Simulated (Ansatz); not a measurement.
## GeH6CI3N (CH3NH3GeI3): the dielectric response by several routes

Wanted: ε∞ of GeH6CI3N (CH3NH3GeI3) from perturbation theory and the RPA step of G0W0, with cost.

Method: linear response on PBEsol, plane waves, PAW, in Ansatz 0.2.0.

The structure was built from a prototype and need not be the compound's stable phase.

In doubt: the program warns that the response may not be converged on this k-mesh (step 2), which bears on dielectric and field responses.

## Step 1: Set-up

The cell holds 12 atoms: 1 C, 1 N, 6 H, 1 Ge and 3 I. Cell: a = 5.874 Å, b = 5.946 Å, c = 5.868 Å, α = 88.1°, β = 88.7°, γ = 84.4°.

Structure file:

```cif
data_structure
_symmetry_space_group_name_H-M 'P1'
_symmetry_Int_Tables_number 1
_cell_length_a 5.8684
_cell_length_b 5.8743
_cell_length_c 5.9463
_cell_angle_alpha 84.398
_cell_angle_beta 88.102
_cell_angle_gamma 88.661
_cell_volume 203.85
loop_
_atom_site_label
_atom_site_type_symbol
_atom_site_symmetry_multiplicity
_atom_site_Wyckoff_symbol
_atom_site_fract_x
_atom_site_fract_y
_atom_site_fract_z
_atom_site_occupancy
C1 C 1 a 0.98312 0.92692 0.91465 1
N1 N 1 a 0.00989 0.07814 0.09607 1
H1 H 1 a 0.96200 0.03352 0.75406 1
H2 H 1 a 0.86650 0.18424 0.11247 1
H3 H 1 a 0.83171 0.82205 0.95459 1
H4 H 1 a 0.03333 0.98347 0.25080 1
H5 H 1 a 0.13584 0.81622 0.90438 1
H6 H 1 a 0.15098 0.18356 0.06520 1
Ge1 Ge 1 a 0.53166 0.51835 0.51675 1
I1 I 1 a 0.00104 0.51333 0.47096 1
I2 I 1 a 0.50189 0.44601 0.98341 1
I3 I 1 a 0.49175 0.98436 0.47587 1
```

The structure was relaxed with PBEsol-D3(BJ). The runs that relaxed it are not among those shown. Spin-orbit coupling is left out unless a step names it. The default PAW set here is soft_2. Its files were made with PBE.

## Step 2: Response to a homogeneous field

The response to a uniform field gives ε∞, a yardstick for the screening that GW builds on its mesh.

This step: dielectric response by perturbation theory, PBEsol, plane waves, PAW.

input.yaml reads:

```yaml
crystal:
  lattice:
    - [5.8668316077, 0.2883030652, 0.0662740025]
    - [0.2883030652, 5.9385653728, 0.0962838686]
    - [0.0662740025, 0.0962838686, 5.8672506988]
  atoms:
    - { symbol: C, position: [0.9269170889, 0.9146527793, 0.9831184323] }
    - { symbol: "N", position: [0.0781424511, 0.0960660543, 0.0098946862] }
    - { symbol: H, position: [1.0335207602, 0.7540610316, 0.9619979637] }
    - { symbol: H, position: [0.1842379779, 1.1124707428, 0.8664981039] }
    - { symbol: H, position: [0.8220526717, -0.0454106832, 0.8317094623] }
    - { symbol: H, position: [-0.0165304885, 0.2508014888, 0.0333257572] }
    - { symbol: H, position: [0.8162231621, -0.0956235813, 0.1358389744] }
    - { symbol: H, position: [0.1835625679, 1.0652022878, 0.1509816534] }
    - { symbol: Ge, position: [0.518353722, 0.5167532441, 0.5316610556] }
    - { symbol: I, position: [0.5133267614, 0.4709631545, 0.0010423275] }
    - { symbol: I, position: [0.4460134129, -0.0165903174, 0.5018875215] }
    - { symbol: I, position: [-0.0156379097, 0.475868373, 0.4917495274] }
kpoints:
  mp_grid: { grid: [4, 4, 4] }
hamiltonian:
  xc: pbesol
scf:
  occupations: { method: fixed }
dielectric: {}
```

On the command line:

```sh
ansatz run input.yaml --threads 3 --pin off --max-ram 92160MiB --backend cuda --events-out ev --progress --plain --runs-dir out --devices 1 --max-vram 13GiB  # rebuilt from the run's record
```

Numbers of over 12 decimals in the logs are rounded to 6 here.

The program printed:

```text
GPUs: using 1 of 1 available (devices: 1).
Engine: ansatz 0.2.0, x86_64-unknown-linux-gnu
Pseudopotentials: kind: paw
Pseudopotential: C, paw, valence charge 4, recommended cutoff 420 eV (normal), C.paw.azcp
Pseudopotential: N, paw, valence charge 5, recommended cutoff 420 eV (normal), N.paw.azcp
Pseudopotential: H, paw, valence charge 1, recommended cutoff 420 eV (normal), H.paw.azcp
Pseudopotential: Ge, paw, valence charge 14, recommended cutoff 420 eV (normal), Ge.paw.azcp
Pseudopotential: I, paw, valence charge 17, recommended cutoff 420 eV (normal), I.paw.azcp
Functional definition: PBEsol
  exchange = pbesol_x
  correlation = pbesol_c
device memory: the entry about to start is reckoned to put 3.1 GiB on a device that reports 58.5 GiB free (of which the cap on the GPU budget leaves the run 13.0 GiB)
GPU FFT provider: cuFFT
GPU libraries: cuBLAS 13.8.2, cuFFT 12.4.0, cuSOLVER 12.3.4
Crystal: 12 atoms, lattice volume = 203.854 Å³
Basis set: ecut = 420 eV, 3979 PW (Γ), exchange–correlation on 80×80×80 points (8 copies of the dense FFT grid, shifted against one another)
Bands: 52, of which v1, the nominal top of the filled ones, is band 40 counted from 1 (39 counted from 0)
Symmetry: 1 space group operations
k-points: 36 of 64 (time reversal used)
Non-local potential: C, projectors of the file, l = 0: 2, l = 1: 2, l = 2: 1
Non-local potential: N, projectors of the file, l = 0: 2, l = 1: 2, l = 2: 1
Non-local potential: H, projectors of the file, l = 0: 2, l = 1: 1
Non-local potential: Ge, projectors of the file, l = 0: 2, l = 1: 2, l = 2: 3, l = 3: 1
Non-local potential: I, projectors of the file, l = 0: 2, l = 1: 2, l = 2: 2, l = 3: 2
PAW form: soft (Blöchl's): semilocal exchange-correlation on the pseudo side does not see the compensation charge
PAW frozen core: C, regenerated for the run's functional, and the local potential with it (the file was generated under x = pbe(κ = 0.804, μ = 0.219515), c = pbe(β = 0.066725))
PAW frozen core: N, regenerated for the run's functional, and the local potential with it (the file was generated under x = pbe(κ = 0.804, μ = 0.219515), c = pbe(β = 0.066725))
PAW frozen core: Ge, regenerated for the run's functional, and the local potential with it (the file was generated under x = pbe(κ = 0.804, μ = 0.219515), c = pbe(β = 0.066725))
PAW frozen core: I, regenerated for the run's functional, and the local potential with it (the file was generated under x = pbe(κ = 0.804, μ = 0.219515), c = pbe(β = 0.066725))
PAW one-centre angular grid: C, 110 points (default); XC on 64 Gauss nodes
PAW one-centre angular grid: N, 110 points (default); XC on 64 Gauss nodes
PAW one-centre angular grid: H, 110 points (default); XC on 64 Gauss nodes
PAW one-centre angular grid: Ge, 590 points (default); XC on 64 Gauss nodes
PAW one-centre angular grid: I, 590 points (default); XC on 64 Gauss nodes
Initial density: superposition of atomic densities (neutral atoms: chi_scale 0, normalization atom), corrected by the library's trained network
Initial wavefunctions: pseudopotential atomic-orbital guess
GPU buffer pool allocated for 64000 grid points (all kernels)
GPU transforms: local potential and band sums: pruned to the plane-wave sphere, on 40×40×40
Functional: x = pbesol(κ = 0.804, μ = 0.123457), c = pbesol(β = 0.046)
SCF iter   1: F=—  HF=-27273.354378 eV  |F-HF|=—  |Δ(HF+E_count)|=         —  Δρ=3.84e-3  dr2=2.36e-2  ethr=1.77e-3  ⟨swp⟩=5.1  Hψ=6418  notcnv=0  defer=335
preconditioner: auto → Resta (q_TF=auto, 2.334 Å⁻¹)  ε∞=3.0  [insulator: Δε(μ)=0.883 eV  Ē_g=11.380 eV  n_scr=36 (ndim 8)  ℏωp=16.0 eV  f_vac=0.077  ε∞_Penn≈3.0]
SCF iter   2: F=—  HF=-27273.347598 eV  |F-HF|=—  |Δ(HF+E_count)|=   6.78e-3  Δρ=2.06e-3  dr2=6.61e-3  ethr=2.95e-5  ⟨swp⟩=2.6  Hψ=3158  notcnv=0  defer=360
SCF iter   3: F=—  HF=-27273.347027 eV  |F-HF|=—  |Δ(HF+E_count)|=   5.71e-4  Δρ=5.51e-4  dr2=7.66e-4  ethr=8.27e-6  ⟨swp⟩=2.2  Hψ=3107  notcnv=0  defer=360
SCF iter   4: F=—  HF=-27273.346922 eV  |F-HF|=—  |Δ(HF+E_count)|=   1.04e-4  Δρ=1.90e-4  dr2=7.68e-5  ethr=9.58e-7  ⟨swp⟩=2.4  Hψ=3034  notcnv=0  defer=360
SCF iter   5: F=—  HF=-27273.346671 eV  |F-HF|=—  |Δ(HF+E_count)|=   2.52e-4  Δρ=1.07e-4  dr2=2.49e-5  ethr=9.60e-8  ⟨swp⟩=2.0  Hψ=3086  notcnv=0  defer=359
SCF iter   6: F=—  HF=-27273.346661 eV  |F-HF|=—  |Δ(HF+E_count)|=   9.90e-6  Δρ=3.35e-5  dr2=2.98e-6  ethr=3.11e-8  ⟨swp⟩=2.0  Hψ=2796  notcnv=0  defer=333
SCF iter   7: F=—  HF=-27273.347025 eV  |F-HF|=—  |Δ(HF+E_count)|=   3.64e-4  Δρ=5.60e-6  dr2=1.16e-7  ethr=3.73e-9  ⟨swp⟩=2.0  Hψ=3087  notcnv=0  defer=302
SCF iter   8: F=—  HF=-27273.347026 eV  |F-HF|=—  |Δ(HF+E_count)|=   1.92e-7  Δρ=2.41e-6  dr2=1.33e-8  ethr=1.45e-10  ⟨swp⟩=2.0  Hψ=2544  notcnv=0  defer=304
SCF iter   9: F=—  HF=-27273.347026 eV  |F-HF|=—  |Δ(HF+E_count)|=   1.53e-8  Δρ=1.51e-6  dr2=3.63e-9  ethr=1.67e-11  ⟨swp⟩=2.0  Hψ=2976  notcnv=0  defer=304
SCF iter  10: F=—  HF=-27273.347026 eV  |F-HF|=—  |Δ(HF+E_count)|=   1.08e-9  Δρ=3.22e-7  dr2=3.29e-10  ethr=4.54e-12  ⟨swp⟩=2.0  Hψ=3084  notcnv=0  defer=304
SCF iter  11: F=-27273.347026 eV  HF=-27273.347026 eV  |F-HF|=4.37e-11  |Δ(HF+E_count)|=  5.60e-10  Δρ=9.72e-8  dr2=2.72e-11  ethr=1.00e-12  ⟨swp⟩=15.4  Hψ=9969  notcnv=0
SCF 1 converged in 11 iterations: F = -27273.347026 eV  dr2 = 2.72e-11
  greatest PAW one-centre occupation: 0.999 electrons in one spin orbital (limit 2), on the I atom at site 11 (counted from 0), in its partial waves of l = 2
the response reads at least the filled bands of the reference SCF and the lowest empty band at each k-point, and that SCF's band table does not vouch for those bands. The notice of the band table in this run's record says why
device memory: the entry about to start is reckoned to put 0.1 GiB (of the 0.2 GiB reckoned in all, the device holds 0.1 GiB already) on a device that reports 64.2 GiB free (of which the cap on the GPU budget leaves the run 12.9 GiB)
device memory: the entry about to start is reckoned to put 2.5 GiB (of the 2.6 GiB reckoned in all, the device holds 0.1 GiB already) on a device that reports 64.2 GiB free (of which the cap on the GPU budget leaves the run 12.9 GiB)
DFPT response loops at Γ: preconditioner auto → Resta (q_TF=auto, 2.334 Å⁻¹)  ε∞=8.3 (no band partly filled); β = 1.00, the filter's whole step (`scf.mixing.beta` (0.50) is not read by the response loops at its default; to damp them type it under 1.00, their step now; it binds the ground state too); Broyden in place of MSR1
── the response to a field inside a basis, on 10×10×10 k-points: an SCF that follows is theirs, and a resumed run solves both again ──
device memory: the entry about to start is reckoned to put 2.3 GiB on a device that reports 54.5 GiB free (of which the cap on the GPU budget leaves the run 12.9 GiB)
GPU FFT provider: cuFFT
GPU libraries: cuBLAS 13.8.2, cuFFT 12.4.0, cuSOLVER 12.3.4
Bands: 41, of which v1, the nominal top of the filled ones, is band 40 counted from 1 (39 counted from 0)
k-points: 500
Initial density: handed on by an earlier stage of this run
Initial wavefunctions: pseudopotential atomic-orbital guess (no wavefunctions were taken with the density)
GPU buffer pool allocated for 64000 grid points (all kernels)
GPU transforms: band sums: pruned to the plane-wave sphere, on 40×40×40
Eigensolver: Dense (500 Hₖ)
SCF iter   1: F=—  HF=-27273.310635 eV  |F-HF|=—  |Δ(HF+E_count)|=         —  Δρ=6.44e-4  dr2=8.57e-4  ethr=1.00e-1
preconditioner: auto → Resta (q_TF=auto, 2.334 Å⁻¹)  ε∞=4.8  [insulator: Δε(μ)=0.849 eV  Ē_g=8.239 eV  n_scr=36 (ndim 8)  ℏωp=16.0 eV  f_vac=0.070  ε∞_Penn≈4.8]
SCF iter   2: F=—  HF=-27273.310541 eV  |F-HF|=—  |Δ(HF+E_count)|=   9.35e-5  Δρ=3.51e-4  dr2=2.37e-4  ethr=1.07e-6
SCF iter   3: F=—  HF=-27273.310518 eV  |F-HF|=—  |Δ(HF+E_count)|=   2.29e-5  Δρ=4.33e-5  dr2=3.83e-6  ethr=2.96e-7
SCF iter   4: F=—  HF=-27273.310520 eV  |F-HF|=—  |Δ(HF+E_count)|=   1.16e-6  Δρ=1.58e-5  dr2=5.31e-7  ethr=4.78e-9
SCF iter   5: F=-27273.310519 eV  HF=-27273.310520 eV  |F-HF|=4.31e-8  |Δ(HF+E_count)|=   8.90e-8  Δρ=5.55e-6  dr2=6.40e-8  ethr=6.63e-10
SCF 1 converged in 5 iterations: F = -27273.310519 eV  dr2 = 6.40e-8
device memory: the entry about to start is reckoned to put 0.1 GiB (of the 2.0 GiB reckoned in all, the device holds 2.0 GiB already) on a device that reports 47.5 GiB free (of which the cap on the GPU budget leaves the run 10.9 GiB)
DFPT response loops at Γ: preconditioner auto → Resta (q_TF=auto, 2.334 Å⁻¹)  ε∞=8.4 (no band partly filled); β = 1.00, the filter's whole step (`scf.mixing.beta` (0.50) is not read by the response loops at its default; to damp them type it under 1.00, their step now; it binds the ground state too); Broyden in place of MSR1
WARN: field response: inside a basis, on 10×10×10 points, no mesh in reach settles it: take ε∞, Z* and everything formed from them with what they may err, as stated (eps_inf_uncertainty, zstar_uncertainty_e), and compare with field_mesh: kpoints on a denser kpoints.mp_grid
SCF converged after 11 iterations
Free energy (F): -27273.347026 eV
Harris-Foulkes:  -27273.347026 eV  (|F-HF|=4.37e-11)
Internal energy: -27273.347026 eV  (E = F + TS)
E sigma→0 (E₀):  -27273.347026 eV
Fermi energy:    4.933921 eV
--- Per-component energies (eV) ---
  E_band       = -1469.807436
  E_kinetic    = 981.700198
  E_local      = -9876.533924  (includes V_loc(G=0)·N_el)
  E_nonlocal   = 231.495894
  E_hartree    = 4714.408237
  E_xc         = -614.625962
  E_vxc        = -651.199098  (∫ρ·V_xc dr)
  E_paw        = -16404.664002  (= ΣΔE_a)
  E_vpaw       = -1584.079809  (= ΣTr[D̂ρ^β])
  E_aug_tail   = -0.007134  (compensation charges beyond the density's cutoff)
  E_ewald      = -6307.323894
  E_core_change = 2.203562  (= ΣΔE_core)
  E_smearing   = -0.000000  (= −TS)
  E_closure    = -0.000000  (closes the sum)
  Σ components = -27273.347026   (vs F -27273.347026, Δ=0.00e0)
--- Band table (eV; the first three rows and the last of 36) ---
  k-point 0: bands = [... 36 lower, 3.2251, 3.2541, 3.3670, 3.6069, 7.9447, 8.3945, 8.9017, 9.0316, ... 8 higher]
  k-point 1: bands = [... 36 lower, 2.9923, 3.1105, 3.3854, 3.5666, 8.0843, 8.3669, 8.7038, 9.3380, ... 8 higher]
  k-point 2: bands = [... 36 lower, 3.0447, 3.2006, 3.5083, 3.8446, 6.5017, 8.3799, 9.3969, 9.7202, ... 8 higher]
  k-point 35: bands = [... 36 lower, 3.6753, 3.9062, 3.9334, 4.9339, 5.8138, 5.9052, 6.1510, 8.7074, ... 8 higher]
--- Dielectric response (ions clamped): 3 representative field directions + reference, inside a basis on a mesh of 1000 k-points (Σ response iterations 21) ---
  ε∞ (high-frequency dielectric tensor):
        8.177754    -0.116966     0.081969
       -0.116966     7.348007     0.010821
        0.081969     0.010821     8.512157
  Born effective charges Z* (e; rows j = field, columns β = displacement):
    site 0:
         0.14111    0.30285    0.03638
         0.31550    0.26535    0.04866
         0.01236    0.04313   -0.09633
    site 1:
        -0.87194    0.08204   -0.10782
         0.08644   -0.59859   -0.07203
        -0.09736   -0.01567   -1.02562
    site 2:
         0.14025   -0.03254    0.00861
         0.02955    0.01305   -0.00355
        -0.00672   -0.00883    0.20919
    site 3:
         0.53739   -0.10086   -0.30423
        -0.14834    0.36653    0.17362
        -0.30327    0.04893    0.70567
    site 4:
         0.13403   -0.01498    0.02329
        -0.03449    0.10598    0.05721
         0.03343    0.05923    0.07509
    site 5:
         0.59452   -0.28228   -0.00159
        -0.23220    0.44997    0.06183
         0.05945    0.06803    0.50728
    site 6:
         0.10656   -0.03819   -0.01384
        -0.07014    0.11928   -0.02928
        -0.00361   -0.05465    0.12328
    site 7:
         0.57952   -0.13172    0.43246
        -0.18038    0.29406   -0.19731
         0.40898   -0.11701    0.89619
    site 8:
         4.30675   -0.26371   -0.15895
        -0.27042    3.73603   -0.22105
        -0.09788   -0.27482    4.64562
    site 9:
        -0.69038    0.04369   -0.03018
         0.06210   -0.54850    0.14665
        -0.06898    0.19653   -4.63254
    site 10:
        -0.60067    0.37132   -0.03887
         0.20104   -3.71741    0.04733
        -0.04773    0.05814   -0.73810
    site 11:
        -4.37714    0.06438    0.15473
         0.24134   -0.48575   -0.01208
         0.11133   -0.00301   -0.66974
  Z* charge neutrality: 1.417e-2 e pre-enforcement
  solved inside a basis spanned on kpoints, on 10×10×10 k-points transformed towards the longest dipole, which do not settle them: ε∞ is read to err by 8.9e-2, Z* by 1.5e-1 e (field_mesh: kpoints solves on kpoints); Z* is corrected for what the basis lacks
```

Run time: 3.2 min. Hardware: 1 × NVIDIA H100 80GB HBM3 (shared by 6 runs) with 3 threads of AMD EPYC 7R13 (Zen 3), shared host; peak memory 17 GiB; 6.5 min of CPU time.

The column dr2 measures how far the density is from self-consistency, as an energy; F and HF (Harris–Foulkes) agree once it is small.

This step gave:

| Item | Value |
| --- | --- |
| stated error of ε∞ | 0.089 |

One over ε∞ averages 0.13, well under the quarter of exact exchange in PBE0, which by this rule of thumb may open the gap too far.

High-frequency dielectric tensor:

```
 8.18 -0.12  0.08
-0.12  7.35  0.01
 0.08  0.01  8.51
```

Born effective charge (e), principal values of the symmetric part by kind of site:

```csv
atom,atoms with these values,low,middle,high,mean
C1,1,-0.12,-0.09,0.52,0.10
N2,1,-1.08,-0.86,-0.56,-0.83
H3,1,0.01,0.14,0.21,0.12
H4,1,0.28,0.35,0.98,0.54
H5,1,0.02,0.15,0.15,0.11
H6,1,0.24,0.52,0.79,0.52
H7,1,0.04,0.13,0.18,0.12
H8,1,0.22,0.31,1.24,0.59
Ge9,1,3.56,4.41,4.72,4.23
I10,1,-4.64,-0.71,-0.53,-1.96
I11,1,-3.74,-0.75,-0.57,-1.69
I12,1,-4.39,-0.66,-0.48,-1.84
```

In full for H3:

```
 0.14 -0.03  0.01
 0.03  0.01  0.00
-0.01 -0.01  0.21
```

## Step 3: RPA screening from the G0W0 run

G0W0 replaces the xc potential by the self-energy, built once from these orbitals. Only a window of levels is corrected, while the sums run over the empty bands that the input names.

This step: G0W0 on PBEsol, plane waves, PAW.

Changes to input.yaml since step 2:

```diff
@@ -24,2 +24,7 @@
   occupations: { method: fixed }
-dielectric: {}
+gw:
+  n_empty_bands: 850
+  ecut_chi: 150.0
+  qp_bands: [v4, c4]
+  qp_kpoints: band_edges
+  screening: { model: contour_deformation }
```

The program printed:

```text
GPUs: using 1 of 1 available (devices: 1).
[...]
GPU FFT provider: cuFFT
GPU libraries: cuBLAS 13.8.2, cuFFT 12.4.0, cuSOLVER 12.3.4
Crystal: 12 atoms, lattice volume = 203.854 Å³
Basis set: ecut = 420 eV, 3979 PW (Γ)
Bands: 52, of which v1, the nominal top of the filled ones, is band 40 counted from 1 (39 counted from 0)
[... 1 set-up line as in the run before ...]
[...]
k-points: 36 of 64 (time reversal used)
[...]
0    44      9.0317    -4.9561    -3.9431    -9.1182  0.7669     9.2526     9.2507  root
[...]
35    41      5.8138    -9.4237    -3.1882   -12.6766  0.7518     5.8786     5.8785  root
    35    42      5.9053    -8.8427    -3.4645   -12.4694  0.7540     6.0682     6.0675  root
    35    43      6.1510    -8.6351    -3.5302   -12.3289  0.7529     6.3154     6.3146  root
    35    44      8.7074    -5.0980    -3.9324    -9.4353  0.7820     9.1176     9.1122  root
[key lines of the parts left out:]
SCF converged after 8 iterations
Free energy (F): -27273.347041 eV
Fermi energy:    4.933951 eV
```

Run time: 6.7 min. Hardware: 1 × NVIDIA H100 80GB HBM3 (shared by 6 runs) with 3 threads; peak memory 7.8 GiB.

This step gave:

```
bands summed                                 : 890
RPA ε∞ on this mesh (eigenvalues)            : 8.979, 11.63, 13.69
plane waves in the screening matrix          : 835
G0W0 gap on the mesh                         : 1.314 eV
k of the valence top                         : -0.5, -0.5, -0.5
k of the conduction bottom                   : -0.5, -0.5, -0.5
starting gap on the mesh                     : 0.8799 eV
least direct G0W0 gap on the computed points : 1.314 eV
```

The gap on the mesh goes from 0.88 eV to 1.31 eV, a correction of +0.43 eV. Between the two edge states, bare exchange in place of the xc potential would open the gap by 3.60 eV, and correlation takes back 3.17 eV.

Mean over the mesh in bins of 0.25 1/Å. The static inverse dielectric function, diagonal by length of q+G:

```csv
length of q+G (Å⁻¹),"static inverse dielectric function, diagonal"
0.31,0.216
0.53,0.281
0.78,0.359
1.02,0.432
1.26,0.500
1.51,0.567
1.75,0.628
2.00,0.686
2.25,0.735
2.50,0.776
2.75,0.810
3.01,0.839
3.26,0.864
3.50,0.886
3.75,0.906
4.00,0.922
4.25,0.935
4.50,0.946
4.75,0.955
5.00,0.963
5.25,0.969
5.50,0.975
5.75,0.980
6.00,0.984
6.20,0.986
```

## Step 4: The values together

Times are wall times on 1 × NVIDIA H100 80GB HBM3 (shared by 6 runs) with 3 threads of AMD EPYC 7R13 (Zen 3), shared host, good to a factor of about two.

```csv
method,mesh,"ε∞, low",middle,high,mean,time
perturbation theory (local fields and xc kernel),4×4×4 (response on 1000 points),7.33,8.18,8.53,8.01,3.2 min
"RPA with local fields, on the GW mesh",4×4×4,8.98,11.63,13.69,11.43,6.7 min
```

## Step 5: Results

```
perturbation theory (local fields and xc kernel) : 7.33, 8.18, 8.53
RPA with local fields, on the GW mesh            : 8.98, 11.63, 13.69
```

In words: Mean Born effective charge: C1 0.10, N2 -0.83, H3 0.12, H4 0.54, H5 0.11, H6 0.52 e. The RPA values on the 4×4×4 mesh average 1.43 times those of perturbation theory (means 11.43 and 8.01, which can hide unlike anisotropies). Without the xc kernel RPA should lie a little lower; it lies higher here. Perturbation theory sums its response on a denser mesh of its own, so the coarser sum of the GW run is the likely cause. PBEsol usually puts the gap too low, which tends to raise ε∞. Ions are clamped, so the lattice part of the static constant is not in these numbers.

[Paths, hosts, dates, memory and timing lines, banners, echoed tables and standing remarks are left out of the program output.]

[Logs are printed without paths, hosts, clocks, repeated set-up lines and the standing remarks that a program may print on its own settings, such as how far it seeks lower states.]

[Runs of the session that timed out or met a known fault of the program may be left out.]

[Cells called generated may have been cut or substituted from an entry of the Crystallography Open Database or the Materials Project.]

[Hosts, paths, dates, database ids (printed as entryN), source tags and the programs' standing remarks are cut or masked in the printed files.]
